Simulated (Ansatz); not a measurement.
**Screening in SiO2 (P4_32_12)**

How strongly does SiO2 (P4_32_12) screen? Routes: perturbation theory, a sum over states and the RPA step of G0W0.

Program: Ansatz 0.2.0. Level of theory: linear response on LDA, plane waves, PAW. Results are calculated unless marked as measured.

Most raw output is cut from this account.

### Step 1. Set-up

The structure is tetragonal, space group P4_32_12 (No. 96). The conventional cell has a = 4.933 Å, b = 4.933 Å, c = 6.465 Å, α = 90.00°, β = 90.00°, γ = 90.00°. Nearest to Si lie 4 O at 1.62 Å. Nearest to O lie 2 Si at 1.62 Å. Farther neighbours and most contacts between anions are not listed.

The cell and positions come from the Crystallography Open Database and are kept as given unless a step says otherwise.

### Step 2. Response to a homogeneous field

ε∞ sets how strongly the crystal screens. Perturbation theory gives it with local fields and without a sum over empty bands.

This step: dielectric response by perturbation theory, LDA, plane waves, PAW; PAW set soft_1.

input.yaml

```yaml
crystal:
  lattice:
    - [4.9329, 0.0, 0.0]
    - [0.0, 4.9329, 0.0]
    - [0.0, 0.0, 6.4645]
  atoms:
    - { symbol: Si, position: [0.817705, 0.817705, 0.5] }
    - { symbol: Si, position: [0.682295, 0.317705, 0.25] }
    - { symbol: Si, position: [0.182295, 0.182295, 0.0] }
    - { symbol: Si, position: [0.317705, 0.682295, 0.75] }
    - { symbol: O, position: [0.26834, 0.36457, 0.80193] }
    - { symbol: O, position: [0.13543, 0.76834, 0.55193] }
    - { symbol: O, position: [0.73166, 0.63543, 0.30193] }
    - { symbol: O, position: [0.86457, 0.23166, 0.05193] }
    - { symbol: O, position: [0.76834, 0.13543, 0.44807] }
    - { symbol: O, position: [0.63543, 0.73166, 0.69807] }
    - { symbol: O, position: [0.23166, 0.86457, 0.94807] }
    - { symbol: O, position: [0.36457, 0.26834, 0.19807] }
kpoints:
  mp_grid: { grid: [4, 4, 4] }
hamiltonian:
  xc: lda
  pseudopotentials: { kind: paw, azcp: { folder: soft_1 }, xc_functional: pbe }
scf:
  occupations: { method: fixed }
dielectric: {}
```

Started as:

```sh
$ ansatz run input.yaml --threads 3 --pin off --max-ram 92160MiB --backend cuda --events-out ev --progress --plain --runs-dir out --devices 1 --max-vram 13GiB
```

Wall time 30 s (1 × NVIDIA H100 80GB HBM3 (shared by 6 runs) with 3 threads of AMD EPYC 7R13 (Zen 3), shared host); peak memory 1.9 GiB; 39 s of CPU time.

This step gave:

```yaml
stated_error_of_eps_infinity: 0.0085
```

One over ε∞ averages 0.41, above the quarter of exact exchange in PBE0, which should therefore fall short.

High-frequency dielectric tensor:

```
2.47 0.00 0.00
0.00 2.47 0.00
0.00 0.00 2.40
```

Born effective charge (e), principal values of the symmetric part by kind of site:

| atom | atoms with these values | low | middle | high | mean |
| --- | --- | --- | --- | --- | --- |
| Si1 | 4 | 3.12 | 3.39 | 3.42 | 3.31 |
| O5 | 8 | -2.79 | -1.14 | -1.03 | -1.65 |

In full for O5:

```
-1.08 -0.21  0.09
-0.28 -2.29  0.71
 0.25  0.72 -1.59
```

### Step 3. Independent-particle spectrum

The independent-particle spectrum shows where the oscillator strength lies, before excitons and local fields.

This step: independent-particle optics on LDA, plane waves, PAW; PAW set soft_1.

Changes to input.yaml since step 2:

```diff
@@ -19,3 +19,3 @@
 kpoints:
-  mp_grid: { grid: [4, 4, 4] }
+  mp_grid: { grid: [6, 6, 4] }
 hamiltonian:
@@ -25,2 +25,4 @@
   occupations: { method: fixed }
-dielectric: {}
+  n_extra_bands: 107
+output:
+  optics: { e_range: [0, 25], de: 0.1, sigma: 0.2 }
```

Elapsed: 44 s, on 1 × NVIDIA H100 80GB HBM3 (shared by 6 runs) with 3 threads; peak memory 2.2 GiB.

This step gave:

| Item | Value |
| --- | --- |
| ε∞ without local fields (xx, yy, zz) | 2.605, 2.605, 2.584 |
| electrons in the f-sum (xx, yy, zz) | 45.04, 45.04, 45.14 |
| bands in the explicit sum (the static value is completed to all bands) | 139 |

The sum gives ε∞ = 2.61 and 2.58 without local fields.

The ε₂ has structure finer than the step of the table below, so its rows give means over 0.5 eV, whole bins alone (the curve runs from 0 to 25 eV). Peaks (eV: height): xx=yy 10.70: 3.34, 14.40: 2.63, 17.60: 2.36; zz 9.40: 2.94, 10.60: 3.14, 13.80: 3.29, 15.20: 2.82.

Independent particles, no local fields, Gaussian width 0.2 eV. Table of ε₂ by photon energy; means over each step:

| photon energy (eV) | xx=yy | zz |
| --- | --- | --- |
| 5.5 | 5.5e-5 | 6.2e-5 |
| 6.0 | 0.00200 | 0.00132 |
| 6.5 | 0.00973 | 0.00982 |
| 7.0 | 0.110 | 0.174 |
| 7.5 | 0.514 | 0.578 |
| 8.0 | 0.884 | 0.851 |
| 8.5 | 1.44 | 1.31 |
| 9.0 | 2.57 | 2.19 |
| 9.5 | 2.69 | 2.74 |
| 10.0 | 3.03 | 2.26 |
| 10.5 | 3.23 | 2.98 |
| 11.0 | 3.04 | 2.60 |
| 11.5 | 2.85 | 2.48 |
| 12.0 | 2.37 | 2.35 |
| 12.5 | 2.31 | 2.48 |
| 13.0 | 2.35 | 2.69 |
| 13.5 | 2.28 | 3.12 |
| 14.0 | 2.48 | 2.96 |
| 14.5 | 2.57 | 2.21 |
| 15.0 | 2.36 | 2.57 |
| 15.5 | 2.07 | 2.55 |
| 16.0 | 1.98 | 2.57 |
| 16.5 | 1.91 | 2.11 |
| 17.0 | 2.16 | 2.22 |
| 17.5 | 2.34 | 1.93 |
| 18.0 | 2.21 | 1.60 |
| 18.5 | 1.77 | 1.67 |
| 19.0 | 1.28 | 1.49 |
| 19.5 | 1.20 | 1.36 |
| 20.0 | 0.999 | 1.02 |
| 20.5 | 0.838 | 0.847 |
| 21.0 | 0.820 | 0.736 |
| 21.5 | 0.752 | 0.600 |
| 22.0 | 0.692 | 0.686 |
| 22.5 | 0.679 | 0.685 |
| 23.0 | 0.557 | 0.680 |
| 23.5 | 0.509 | 0.539 |
| 24.0 | 0.459 | 0.406 |
| 24.5 | 0.450 | 0.379 |

The loss function has structure finer than the step of the table below, so its rows give means over 1 eV, whole bins alone (the curve runs from 0 to 25 eV). Peaks (eV: height): xx=yy 22.9: 1.61; zz 21.4: 1.63, 23.7: 1.95.

Independent particles, no local fields, Gaussian width 0.2 eV. The loss function by photon energy; means over each step:

| photon energy (eV) | xx=yy | zz |
| --- | --- | --- |
| 5 | 0 | 0 |
| 6 | 2.3e-4 | 1.8e-4 |
| 7 | 0.0101 | 0.0143 |
| 8 | 0.0464 | 0.0498 |
| 9 | 0.103 | 0.0987 |
| 10 | 0.156 | 0.157 |
| 11 | 0.227 | 0.217 |
| 12 | 0.295 | 0.233 |
| 13 | 0.300 | 0.232 |
| 14 | 0.307 | 0.318 |
| 15 | 0.386 | 0.337 |
| 16 | 0.449 | 0.399 |
| 17 | 0.411 | 0.459 |
| 18 | 0.459 | 0.593 |
| 19 | 0.735 | 0.669 |
| 20 | 0.981 | 0.932 |
| 21 | 1.22 | 1.39 |
| 22 | 1.33 | 1.32 |
| 23 | 1.53 | 1.41 |
| 24 | 1.40 | 1.77 |

Independent particles, no local fields, Gaussian width 0.2 eV. The ε₁ by photon energy:

| photon energy (eV) | xx=yy | zz |
| --- | --- | --- |
| 0 | 2.57 | 2.55 |
| 1 | 2.58 | 2.56 |
| 2 | 2.62 | 2.60 |
| 3 | 2.68 | 2.65 |
| 4 | 2.78 | 2.75 |
| 5 | 2.93 | 2.89 |
| 6 | 3.18 | 3.15 |
| 7 | 3.78 | 3.78 |
| 8 | 4.27 | 4.04 |
| 9 | 4.33 | 4.27 |
| 10 | 3.26 | 3.26 |
| 11 | 1.91 | 1.92 |
| 12 | 1.55 | 2.08 |
| 13 | 1.60 | 2.24 |
| 14 | 1.47 | 0.786 |
| 15 | 0.789 | 1.30 |
| 16 | 0.748 | 0.421 |
| 17 | 0.838 | 0.308 |
| 18 | -0.0563 | 0.0696 |
| 19 | -0.337 | -0.0642 |
| 20 | -0.174 | -0.294 |
| 21 | 0.117 | -0.0534 |
| 22 | 0.192 | 0.294 |
| 23 | 0.210 | 0.243 |
| 24 | 0.333 | 0.243 |
| 25 | 0.427 | 0.385 |

### Step 4. RPA screening from the G0W0 run

G0W0 replaces the xc potential by the self-energy, built once from these orbitals. Only a window of levels is corrected, while the sums run over the empty bands that the input names. This step takes PAW set soft_1 files.

This step: G0W0 on LDA, plane waves, PAW; PAW set soft_1.

Changes to input.yaml since step 3:

```diff
@@ -19,3 +19,3 @@
 kpoints:
-  mp_grid: { grid: [6, 6, 4] }
+  mp_grid: { grid: [4, 4, 2] }
 hamiltonian:
@@ -25,4 +25,7 @@
   occupations: { method: fixed }
-  n_extra_bands: 107
-output:
-  optics: { e_range: [0, 25], de: 0.1, sigma: 0.2 }
+gw:
+  n_empty_bands: 862
+  ecut_chi: 180.0
+  qp_bands: [v4, c4]
+  qp_kpoints: band_edges
+  screening: { model: contour_deformation }
```

Elapsed: 75 s, on 1 × NVIDIA H100 80GB HBM3 (shared by 6 runs) with 3 threads; peak memory 3.2 GiB.

This step gave:

| Item | Value |
| --- | --- |
| bands summed | 894 |
| RPA ε∞ on this mesh (eigenvalues) | 2.321, 2.383, 2.383 |
| plane waves in the screening matrix | 855 |
| G0W0 gap on the mesh | 8.687 eV |
| k of the valence top | 0, 0, 0 |
| k of the conduction bottom | 0, 0, 0 |
| starting gap on the mesh | 5.480 eV |
| least direct G0W0 gap on the computed points | 8.687 eV |

The gap on the mesh goes from 5.48 eV to 8.69 eV, a correction of +3.21 eV. Between the two edge states, bare exchange in place of the xc potential would open the gap by 10.74 eV, and correlation takes back 7.54 eV.

Mean over the mesh in bins of 0.25 1/Å. Static inverse dielectric function, diagonal against length of q+G:

length of q+G (Å⁻¹), static inverse dielectric function, diagonal and a bar from the least value:
```
     0.32      0.435 
     0.53      0.461 #
     0.77      0.496 ###
     1.26      0.583 ########
     1.51      0.629 ###########
     1.75      0.674 #############
     2.00      0.716 ###############
     2.52      0.789 ###################
     2.74      0.815 #####################
     2.99      0.841 ######################
     3.26      0.864 #######################
     3.75      0.896 #########################
     4.01      0.909 ##########################
     4.26      0.921 ###########################
     4.50      0.930 ###########################
     5.00      0.947 ############################
     5.25      0.954 ############################
     5.50      0.961 #############################
     5.75      0.967 #############################
     6.25      0.976 ##############################
     6.50      0.980 ##############################
     6.75      0.984 ##############################
```

### Step 5. The values together

Times are wall times on 1 × NVIDIA H100 80GB HBM3 (shared by 6 runs) with 3 threads of AMD EPYC 7R13 (Zen 3), shared host, good to a factor of about two.

| method | mesh | ε∞, low | middle | high | mean | time |
| --- | --- | --- | --- | --- | --- | --- |
| perturbation theory (local fields and xc kernel) | 4×4×4 (response on 64 points) | 2.40 | 2.47 | 2.47 | 2.45 | 30 s |
| sum over states (no local fields) | 6×6×4 | 2.58 | 2.61 | 2.61 | 2.60 | 44 s |
| RPA with local fields, on the GW mesh | 4×4×2 | 2.32 | 2.38 | 2.38 | 2.36 | 75 s |

### Step 6. Outcome

```json
{
 "perturbation theory (local fields and xc kernel)": "2.40, 2.47, 2.47",
 "sum over states (no local fields)": "2.58, 2.61, 2.61",
 "RPA with local fields, on the GW mesh": "2.32, 2.38, 2.38"
}
```

Mean Born effective charge: Si1 3.31, O5 -1.65 e. Distinct peaks of the ε₂ (xx=yy) stand at 10.7, 14.4 and 17.6 eV; the one at 10.7 eV is strongest. The loss function (xx=yy) has its highest peak at 22.9 eV. The sum without local fields gives 2.60 in the mean against 2.45 by perturbation theory; local fields lower ε∞ and the xc kernel gives part of it back, though the sum also carries the error of its own mesh. The RPA values on the 4×4×2 mesh average 0.96 times those of perturbation theory (means 2.36 and 2.45). Without the xc kernel RPA should lie a little lower, as the mean does. LDA usually puts the gap too low, which tends to raise ε∞. Ions are clamped, so the lattice part of the static constant is not in these numbers.

[Paths, hosts, dates, memory and timing lines, banners, echoed tables and standing remarks are left out of the program output.]

[Logs are printed without paths, hosts, clocks, repeated set-up lines and the standing remarks that a program may print on its own settings, such as how far it seeks lower states.]

[Runs of the session that timed out or met a known fault of the program may be left out.]

[Cells called generated may have been cut or substituted from an entry of the Crystallography Open Database or the Materials Project.]

[Hosts, paths, dates, database ids (printed as entryN), source tags and the programs' standing remarks are cut or masked in the printed files.]
